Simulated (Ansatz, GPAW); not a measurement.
# 1T-NiSTe monolayer: work function by functional and basis

Aim: the work function of both faces of 1T-NiSTe monolayer, and its spread over functionals and bases.

Main program and level: GPAW 26.7.0 and Ansatz 0.2.0; Ansatz plane waves; layer without images along its normal, relaxation of atoms and in-plane cell, in the first sound run; inputs show where later runs differ.

## 1. Starting point

The cell holds 3 atoms: 1 Te, 1 Ni and 1 S. Its edges and angles: a = 3.565 Å, b = 3.565 Å, c = 18.341 Å, α = 90.0°, β = 90.0°, γ = 120.0°. Vacuum lies along c.

Structure file:

```cif
data_structure
_symmetry_space_group_name_H-M 'P 1'
_symmetry_Int_Tables_number 1
_cell_length_a 3.5650
_cell_length_b 3.5650
_cell_length_c 18.3414
_cell_angle_alpha 90.000
_cell_angle_beta 90.000
_cell_angle_gamma 120.000
_cell_volume 201.88
loop_
_atom_site_label
_atom_site_type_symbol
_atom_site_fract_x
_atom_site_fract_y
_atom_site_fract_z
_atom_site_occupancy
Te1 Te 0.66667 0.33333 0.43617 1
Ni2 Ni 0.00000 0.00000 0.51506 1
S3 S 0.33333 0.66667 0.56383 1
```

## 2. Relaxation

Forces are removed first; all later runs use this geometry.

The input, input.yaml:

```yaml
crystal:
  lattice:
    - [3.565, 0.0, 0.0]
    - [-1.7825, 3.0873805645, 0.0]
    - [0.0, 0.0, 18.34144055]
  atoms:
    - { symbol: Te, position: [0.6666666667, 0.3333333333, 0.4361707565] }
    - { symbol: Ni, position: [0.0, 0.0, 0.5150638704] }
    - { symbol: S, position: [0.3333333333, 0.6666666667, 0.5638292435] }
  periodic: [true, true, false]
kpoints:
  mp_grid: { grid: [9, 9, 1] }
hamiltonian:
  xc: pbe
scf:
  occupations: { method: fermi_dirac, width: 0.05 }
relax:
  f_tol: 0.01
  max_steps: 90
  cell: {}
```

Run with:

```sh
$ ansatz run input.yaml --threads 4 --pin off --max-ram 8192MiB --backend cpu --events-out ev --progress --plain --runs-dir out
```

Numbers of over 12 decimals in the logs are rounded to 6 here.

What it wrote:

```text
Warning: crystal.periodic: the lattice vector that does not repeat stood 0.000° off the slab's normal, 18.341 Å along it as the deck builds it. The run solves the slab on a vector along the normal, 28.483 Å long, with every atom where it was (on the deck's vector they left 16.00 Å outside them, and the widest stretch free of ions among them is 1.45 Å). A fractional position that the run reports is one of the run's ce [...]
crystal.periodic: the lattice vector that does not repeat stood 0.000° off the slab's normal, 18.341 Å along it as the deck builds it. The run solves the slab on a vector along the normal, 28.483 Å long, with every atom where it was (on the deck's vector they left 16.00 Å outside them, and the widest stretch free of ions among them is 1.45 Å). A fractional position that the run reports is one of the run's cell, which [...]
Engine: ansatz 0.2.0, x86_64-unknown-linux-gnu
Pseudopotentials: kind: paw
Pseudopotential: Te, paw, valence charge 16, recommended cutoff 420 eV (normal), Te.paw.azcp
Pseudopotential: Ni, paw, valence charge 18, recommended cutoff 420 eV (normal), Ni.paw.azcp
Pseudopotential: S, paw, valence charge 6, recommended cutoff 420 eV (normal), S.paw.azcp
Functional definition: PBE
  parameter kappa = 0.804
  parameter beta = 0.066725
  exchange = pbe_x(kappa = kappa, mu = beta*pi^2/3)
  correlation = pbe_c(beta = beta)
Crystal: 3 atoms, lattice volume = 313.497 Å³
Basis set: ecut = 420 eV, 6029 PW (Γ), exchange–correlation on 48×48×384 points (8 copies of the dense FFT grid, shifted against one another)
Bands: 24, of which v1, the nominal top of the filled ones, is band 20 counted from 1 (19 counted from 0)
Symmetry: 6 space group operations
Space group: P3m1 (ITA 156), of the structure as read, at distance tolerance 6.8e-5 Å
k-points: 12 of 81 (time reversal used)
Non-local potential: Te, projectors of the file, l = 0: 2, l = 1: 2, l = 2: 2, l = 3: 2
Non-local potential: Ni, projectors of the file, l = 0: 3, l = 1: 2, l = 2: 3, l = 3: 1
Non-local potential: S, projectors of the file, l = 0: 2, l = 1: 2, l = 2: 2
PAW form: soft (Blöchl's): semilocal exchange-correlation on the pseudo side does not see the compensation charge
PAW one-centre angular grid: Te, 590 points (default); XC on 64 Gauss nodes
PAW one-centre angular grid: Ni, 590 points (default); XC on 64 Gauss nodes
PAW one-centre angular grid: S, 110 points (default); XC on 64 Gauss nodes
Initial density: superposition of atomic densities (neutral atoms: chi_scale 0, normalization atom), corrected by the library's trained network
Initial wavefunctions: pseudopotential atomic-orbital guess
Functional: x = pbe(κ = 0.804, μ = 0.219515), c = pbe(β = 0.066725)
SCF iter   1: F=—  HF=-13722.025049 eV  |F-HF|=—  |Δ(HF+E_count)|=         —  Δρ=2.57e-3  dr2=1.01e-1  ethr=1.77e-3  ⟨swp⟩=13.9  Hψ=2249  notcnv=0
preconditioner: auto → LDOS  [metal: Δε(μ)=0.097 eV  Ē_g=7.754 eV  σ=0.050 eV  W_gap=0.38  n_scr=16 (ndim 8)  ℏωp=9.8 eV  f_vac=0.780  D(μ)=2.81/eV (n_scr^D=10)  β→1.0]
SCF iter   2: F=—  HF=-13722.021069 eV  |F-HF|=—  |Δ(HF+E_count)|=   3.98e-3  Δρ=9.52e-4  dr2=1.62e-2  ethr=2.53e-4  ⟨swp⟩=3.7  Hψ=526  notcnv=0
SCF iter   3: F=—  HF=-13722.021198 eV  |F-HF|=—  |Δ(HF+E_count)|=   1.29e-4  Δρ=1.31e-3  dr2=4.57e-3  ethr=4.06e-5  ⟨swp⟩=3.0  Hψ=622  notcnv=0
SCF iter   4: F=—  HF=-13722.020360 eV  |F-HF|=—  |Δ(HF+E_count)|=   8.38e-4  Δρ=4.58e-4  dr2=6.81e-4  ethr=1.14e-5  ⟨swp⟩=3.2  Hψ=644  notcnv=0
SCF iter   5: F=—  HF=-13722.020360 eV  |F-HF|=—  |Δ(HF+E_count)|=   1.16e-7  Δρ=1.34e-4  dr2=7.80e-5  ethr=1.70e-6  ⟨swp⟩=3.3  Hψ=644  notcnv=0
SCF iter   6: F=—  HF=-13722.020413 eV  |F-HF|=—  |Δ(HF+E_count)|=   5.37e-5  Δρ=5.45e-5  dr2=7.12e-6  ethr=1.95e-7  ⟨swp⟩=2.1  Hψ=425  notcnv=0
SCF iter   7: F=—  HF=-13722.020417 eV  |F-HF|=—  |Δ(HF+E_count)|=   3.97e-6  Δρ=2.08e-5  dr2=1.05e-6  ethr=1.78e-8  ⟨swp⟩=3.2  Hψ=597  notcnv=0
SCF iter   8: F=-13722.020419 eV  HF=-13722.020419 eV  |F-HF|=2.17e-7  |Δ(HF+E_count)|=   1.34e-6  Δρ=2.63e-6  dr2=3.23e-8  ethr=2.50e-10  ⟨swp⟩=5.3  Hψ=1659  notcnv=0
SCF 1 converged in 8 iterations: F = -13722.020419 eV  dr2 = 3.23e-8
  greatest PAW one-centre occupation: 1.000 electrons in one spin orbital (limit 2), on the Ni atom at site 1 (counted from 0), in its partial waves of l = 1
relax step   1: F+E_penalty+E_count = -13722.02041895 eV  Δ(F+E_penalty+E_count) = +0.000e0 eV  max|allowed force component| = 1.227e0 eV/Å  Δτ_max = 0.0000 Å  P = +2.710 N/m  Ω = 313.497 Å³  fix = [c, alpha, beta]  reactions: c +0.000 N/m  (8 SCF iters, dr2 threshold 1.00e-7 eV, accepted)
Crystal: 3 atoms, lattice volume = 310.091 Å³
Basis set: ecut = 420 eV, 5981 PW (Γ), exchange–correlation on 48×48×384 points (8 copies of the dense FFT grid, shifted against one another)
Initial density: handed on by an earlier stage of this run
Initial wavefunctions: those handed on with the density
iter 1 solved again at ethr=1.30e-4 eV; its pass at ethr=3.10e-3 eV (dr2=5.19e-2 eV) is discarded
SCF iter   1: F=—  HF=-13722.135236 eV  |F-HF|=—  |Δ(HF+E_count)|=         —  Δρ=4.52e-3  dr2=4.86e-2  ethr=1.30e-4  ⟨swp⟩=2.3  Hψ=2260  notcnv=0
preconditioner: auto → LDOS  [metal: Δε(μ)=0.114 eV  Ē_g=7.609 eV  σ=0.050 eV  W_gap=0.45  n_scr=16 (ndim 8)  ℏωp=9.9 eV  f_vac=0.772  D(μ)=2.96/eV (n_scr^D=10)  β→1.0]
SCF iter   2: F=—  HF=-13722.128954 eV  |F-HF|=—  |Δ(HF+E_count)|=   6.28e-3  Δρ=1.35e-3  dr2=6.19e-3  ethr=1.21e-4  ⟨swp⟩=2.6  Hψ=459  notcnv=0
SCF iter   3: F=—  HF=-13722.129960 eV  |F-HF|=—  |Δ(HF+E_count)|=   1.01e-3  Δρ=5.18e-4  dr2=7.37e-4  ethr=1.55e-5  ⟨swp⟩=3.0  Hψ=578  notcnv=0
SCF iter   4: F=—  HF=-13722.130263 eV  |F-HF|=—  |Δ(HF+E_count)|=   3.04e-4  Δρ=1.57e-4  dr2=2.09e-4  ethr=1.84e-6  ⟨swp⟩=3.1  Hψ=597  notcnv=0
SCF iter   5: F=—  HF=-13722.130323 eV  |F-HF|=—  |Δ(HF+E_count)|=   5.94e-5  Δρ=1.57e-4  dr2=5.70e-5  ethr=5.23e-7  ⟨swp⟩=2.8  Hψ=533  notcnv=0
SCF iter   6: F=—  HF=-13722.130312 eV  |F-HF|=—  |Δ(HF+E_count)|=   1.06e-5  Δρ=4.00e-5  dr2=3.40e-6  ethr=1.42e-7  ⟨swp⟩=3.2  Hψ=564  notcnv=0
SCF iter   7: F=-13722.130321 eV  HF=-13722.130319 eV  |F-HF|=2.22e-6  |Δ(HF+E_count)|=   6.68e-6  Δρ=7.21e-6  dr2=2.08e-7  ethr=7.50e-10  ⟨swp⟩=5.4  Hψ=1611  notcnv=0
SCF 2 converged in 7 iterations: F = -13722.130321 eV  dr2 = 2.08e-7
relax step   2: F+E_penalty+E_count = -13722.13032108 eV  Δ(F+E_penalty+E_count) = -1.099e-1 eV  max|allowed force component| = 3.086e-1 eV/Å  Δτ_max = 0.1134 Å  P = -0.155 N/m  Ω = 310.091 Å³  energy of the carried Pulay correction = +1.181e-4 eV  fix = [c, alpha, beta]  reactions: c -0.000 N/m  (7 SCF iters, dr2 threshold 3.00e-7 eV, accepted)
Crystal: 3 atoms, lattice volume = 304.438 Å³
Basis set: ecut = 420 eV, 5897 PW (Γ), exchange–correlation on 48×48×384 points (8 copies of the dense FFT grid, shifted against one another)
iter 1 solved again at ethr=8.23e-6 eV; its pass at ethr=3.10e-3 eV (dr2=3.29e-3 eV) is discarded
SCF iter   1: F=—  HF=-13722.139911 eV  |F-HF|=—  |Δ(HF+E_count)|=         —  Δρ=2.15e-3  dr2=3.33e-3  ethr=8.23e-6  ⟨swp⟩=3.2  Hψ=2451  notcnv=0
preconditioner: auto → LDOS  [metal: Δε(μ)=0.092 eV  Ē_g=7.620 eV  σ=0.050 eV  W_gap=0.39  n_scr=16 (ndim 8)  ℏωp=10.0 eV  f_vac=0.769  D(μ)=2.64/eV (n_scr^D=10)  β→1.0]
SCF iter   2: F=—  HF=-13722.140593 eV  |F-HF|=—  |Δ(HF+E_count)|=   6.82e-4  Δρ=6.91e-4  dr2=2.19e-3  ethr=8.23e-6  ⟨swp⟩=3.0  Hψ=660  notcnv=0
SCF iter   3: F=—  HF=-13722.140330 eV  |F-HF|=—  |Δ(HF+E_count)|=   2.63e-4  Δρ=5.77e-4  dr2=7.31e-4  ethr=5.48e-6  ⟨swp⟩=3.0  Hψ=601  notcnv=0
SCF iter   4: F=—  HF=-13722.140194 eV  |F-HF|=—  |Δ(HF+E_count)|=   1.36e-4  Δρ=1.13e-4  dr2=3.98e-5  ethr=1.83e-6  ⟨swp⟩=3.1  Hψ=567  notcnv=0
SCF iter   5: F=—  HF=-13722.140265 eV  |F-HF|=—  |Δ(HF+E_count)|=   7.08e-5  Δρ=7.57e-5  dr2=1.76e-5  ethr=9.94e-8  ⟨swp⟩=2.8  Hψ=551  notcnv=0
SCF iter   6: F=—  HF=-13722.140265 eV  |F-HF|=—  |Δ(HF+E_count)|=   6.74e-7  Δρ=2.06e-5  dr2=1.65e-6  ethr=4.40e-8  ⟨swp⟩=2.3  Hψ=449  notcnv=0
SCF iter   7: F=-13722.140267 eV  HF=-13722.140267 eV  |F-HF|=6.11e-8  |Δ(HF+E_count)|=   1.95e-6  Δρ=4.71e-6  dr2=7.39e-8  ethr=7.50e-10  ⟨swp⟩=5.3  Hψ=1639  notcnv=0
SCF 3 converged in 7 iterations: F = -13722.140267 eV  dr2 = 7.39e-8
relax step   3: F+E_penalty+E_count = -13722.14026744 eV  Δ(F+E_penalty+E_count) = -9.946e-3 eV  max|allowed force component| = 8.108e-2 eV/Å  Δτ_max = 0.0502 Å  P = -0.100 N/m  Ω = 304.438 Å³  energy of the carried Pulay correction = +3.171e-4 eV  fix = [c, alpha, beta]  reactions: c -0.000 N/m  (7 SCF iters, dr2 threshold 3.00e-7 eV, accepted)
[...]
relax step   4: F+E_penalty+E_count = -13722.14094138 eV  Δ(F+E_penalty+E_count) = -6.739e-4 eV  max|allowed force component| = 4.363e-2 eV/Å  Δτ_max = 0.0103 Å  P = +0.030 N/m  Ω = 305.090 Å³  energy of the carried Pulay correction = +2.939e-4 eV  fix = [c, alpha, beta]  reactions: c +0.000 N/m  (6 SCF iters, dr2 threshold 3.00e-7 eV, accepted)
[...]
relax step   5: F+E_penalty+E_count = -13722.14108646 eV  Δ(F+E_penalty+E_count) = -1.451e-4 eV  max|allowed force component| = 2.283e-2 eV/Å  Δτ_max = 0.0043 Å  P = +0.078 N/m  Ω = 305.336 Å³  energy of the carried Pulay correction = +2.852e-4 eV  fix = [c, alpha, beta]  reactions: c +0.000 N/m  (6 SCF iters, dr2 threshold 1.19e-7 eV, accepted)
[...]
relax step   6: F+E_penalty+E_count = -13722.14116251 eV  Δ(F+E_penalty+E_count) = -7.605e-5 eV  max|allowed force component| = 7.286e-4 eV/Å  Δτ_max = 0.0031 Å  P = +0.012 N/m  Ω = 305.976 Å³  energy of the carried Pulay correction = +2.626e-4 eV  fix = [c, alpha, beta]  reactions: c +0.000 N/m  (7 SCF iters, dr2 threshold 3.26e-8 eV, accepted)
Initial wavefunctions: pseudopotential atomic-orbital guess (no wavefunctions were taken with the density)
iter 1 solved again at ethr=2.24e-6 eV; its pass at ethr=3.10e-3 eV (dr2=8.94e-4 eV) is discarded
SCF iter   1: F=—  HF=-13722.140859 eV  |F-HF|=—  |Δ(HF+E_count)|=         —  Δρ=1.09e-5  dr2=6.60e-8  ethr=2.24e-6  ⟨swp⟩=5.2  Hψ=3341  notcnv=0
eigensolver tolerance schedule: the retry pair's looser diagonalisation over-reported the residual by 13544.02 of it (diagonalisation noise at an unbounded share of the residual, at the tolerance the schedule requests for it); recorded, not acted on — ethr = c·dr2/N_el stays at c = 1.0e-1
preconditioner: auto → LDOS  [metal: Δε(μ)=0.100 eV  Ē_g=7.584 eV  σ=0.050 eV  W_gap=0.39  n_scr=16 (ndim 8)  ℏωp=10.0 eV  f_vac=0.770  D(μ)=2.49/eV (n_scr^D=10)  β→1.0]
SCF iter   2: F=—  HF=-13722.140904 eV  |F-HF|=—  |Δ(HF+E_count)|=   4.45e-5  Δρ=6.43e-5  dr2=8.91e-6  ethr=1.65e-10  ⟨swp⟩=6.1  Hψ=1166  notcnv=0
SCF iter   3: F=—  HF=-13722.140902 eV  |F-HF|=—  |Δ(HF+E_count)|=   1.92e-6  Δρ=2.51e-5  dr2=1.74e-6  ethr=1.65e-10  ⟨swp⟩=3.6  Hψ=666  notcnv=0
SCF iter   4: F=—  HF=-13722.140903 eV  |F-HF|=—  |Δ(HF+E_count)|=   7.37e-7  Δρ=2.15e-5  dr2=9.58e-7  ethr=1.65e-10  ⟨swp⟩=3.1  Hψ=637  notcnv=0
SCF iter   5: F=—  HF=-13722.140903 eV  |F-HF|=—  |Δ(HF+E_count)|=   1.70e-8  Δρ=2.83e-6  dr2=2.62e-8  ethr=1.65e-10  ⟨swp⟩=2.5  Hψ=558  notcnv=0
SCF iter   6: F=—  HF=-13722.140903 eV  |F-HF|=—  |Δ(HF+E_count)|=   2.83e-7  Δρ=3.06e-7  dr2=1.78e-10  ethr=6.54e-11  ⟨swp⟩=2.4  Hψ=451  notcnv=0
SCF iter   7: F=—  HF=-13722.140903 eV  |F-HF|=—  |Δ(HF+E_count)|=   4.40e-8  Δρ=1.74e-7  dr2=1.03e-10  ethr=1.00e-12  ⟨swp⟩=3.3  Hψ=648  notcnv=0
SCF iter   8: F=-13722.140903 eV  HF=-13722.140903 eV  |F-HF|=1.08e-9  |Δ(HF+E_count)|=  4.53e-10  Δρ=4.34e-8  dr2=1.09e-11  ethr=1.00e-12  ⟨swp⟩=8.8  Hψ=1882  notcnv=0
SCF 7 converged in 8 iterations: F = -13722.140903 eV  dr2 = 1.09e-11
relax step   7: F+E_penalty+E_count = -13722.14090296 eV  Δ(F+E_penalty+E_count) = +2.595e-4 eV  max|allowed force component| = 6.642e-4 eV/Å  Δτ_max = 0.0000 Å  P = +0.013 N/m  Ω = 305.976 Å³  fix = [c, alpha, beta]  reactions: c +0.000 N/m  stress off target by 1.31e-2 N/m on what of the cell is left free  SCF on the basis re-selected at this cell (its energy is not comparable with the rows above)  (8 SCF iters)
basis re-selected at this cell: Δ(F+E_penalty+E_count) = +2.595e-4 eV, ΔP = +0.001 N/m vs the last step (what re-selecting the basis moved, of the pressure what is left beyond the Pulay correction that the steps carried, after the strain that the cell walked since its last selection, with what the two solves' SCF thresholds leave and, on support functions, any second-order correction that the steps lacked; it is no m [...]
SCF converged after 8 iterations
Free energy (F): -13722.140903 eV
Harris-Foulkes:  -13722.140903 eV  (|F-HF|=1.08e-9)
Internal energy: -13722.121313 eV  (E = F + TS)
E sigma→0 (E₀):  -13722.131108 eV
Entropy (-TS):   -0.019590 eV (-6.530 meV/atom)
Fermi energy:    -5.106977 eV
--- Per-component energies (eV) ---
  E_band       = -1269.051594
  E_kinetic    = 568.618077
  E_local      = -85072.065885  (includes V_loc(G=0)·N_el)
  E_nonlocal   = 353.323890
  E_hartree    = 42045.273220
  E_xc         = -305.496658
  E_vxc        = -299.995042  (∫ρ·V_xc dr)
  E_paw        = -6891.994409  (= ΣΔE_a)
  E_vpaw       = -909.479209  (= ΣTr[D̂ρ^β])
  E_aug_tail   = 0.000296  (compensation charges beyond the density's cutoff)
  E_ewald      = 35580.220155
  E_smearing   = -0.019590  (= −TS)
  E_closure    = -0.000000  (closes the sum)
  Σ components = -13722.140903   (vs F -13722.140903, Δ=0.00e0)
--- Forces (eV/Å), atoms counted from 1 ---
  atom   1  Te     0.00000000     0.00000000    -0.00044359
  atom   2  Ni     0.00000000    -0.00000000     0.00066387
  atom   3  S      0.00000000     0.00000000    -0.00022114
  max |Σ_I F_I| component: 8.63e-7 eV/Å
--- 2D stress c σ (N/m, compression-positive) ---
        0.013117      -0.000000      -0.000000
       -0.000000       0.013117       0.000000
       -0.000000       0.000000       0.000000
  P = ½ c Tr σ = 0.0131 N/m
--- Relaxed structure (6 steps of the walk, 6 accepted, 1 SCFs on fresh bases) ---
  F+E_penalty+E_count = -13722.14090296 eV   max|allowed force component| = 6.642e-4 eV/Å   (the final SCF, on the basis selected at the relaxed cell)
  cell:  # Å, volume = 305.9760 Å³
    - [3.521976, -3.1844069704365422e-18, 0]
    - [-1.760988, 3.050121, 0]
    - [0, 0, 28.482881]
  atoms:
    - { symbol: Te, position: [0.666667, 0.333333, 0.276556] }
    - { symbol: Ni, position: [0, 0, 0.330602] }
    - { symbol: S, position: [0.333333, 0.666667, 0.368462] }
```

It took 14 s on 4 threads of Intel Xeon Platinum 8488C (Sapphire Rapids), shared host; peak memory 0.66 GiB.

This run has no spin polarisation, although Ni can carry a moment.

Relaxation path:

```
step  energy less that of the first step (eV)  largest force component (eV/Å)  volume (Å³)
   1                                   0.0000                          1.2269       313.50
   2                                  -0.1099                          0.3086       310.09
   3                                  -0.1198                          0.0811       304.44
   4                                  -0.1205                          0.0436       305.09
   5                                  -0.1207                          0.0228       305.34
   6                                  -0.1207                          0.0007       305.98
  7*                                  -0.1205                          0.0007       305.98
```

Relaxation steps marked * repeat the geometry before them on a plane-wave basis chosen anew for their cell, so energy and pressure can jump there.

The run keeps the 6 symmetry operations that it works with, so distortions that break them were not tested.

```csv
cell as run,before,after,change
a (Å),3.565,3.522,-1.2 %
b (Å),3.565,3.522,-1.2 %
```

The atoms that moved most (Å, along periodic axes as changes of fractional coordinates times the final cell, across vacuum about the mean position):

| atom | dx | dy | dz | length |
| --- | --- | --- | --- | --- |
| S3 | 0.000 | 0.000 | 0.153 | 0.153 |
| Te1 | 0.000 | 0.000 | -0.123 | 0.123 |
| Ni2 | 0.000 | 0.000 | -0.031 | 0.031 |

The relaxed structure:

```
Te Ni S
1.0
     3.52198    0.00000    0.00000
    -1.76099    3.05012    0.00000
     0.00000    0.00000   28.48288
Te Ni S
1 1 1
Direct
  0.66667 0.33333 0.27656
  0.00000 0.00000 0.33060
  0.33333 0.66667 0.36846
```

This step gave:

```yaml
free_energy: -13722.1409 eV
smearing_term_ts: 0.01959 eV
symmetry_operations: 6
```

The relaxation lowered the energy of the cell by 0.120 eV.

(Continued in part 2 of 2.)

[Logs are printed without paths, hosts, clocks, repeated set-up lines and the standing remarks that a program may print on its own settings, such as how far it seeks lower states.]

[Hosts, paths, dates, database ids (printed as entryN), source tags and the programs' standing remarks are cut or masked in the printed files.]
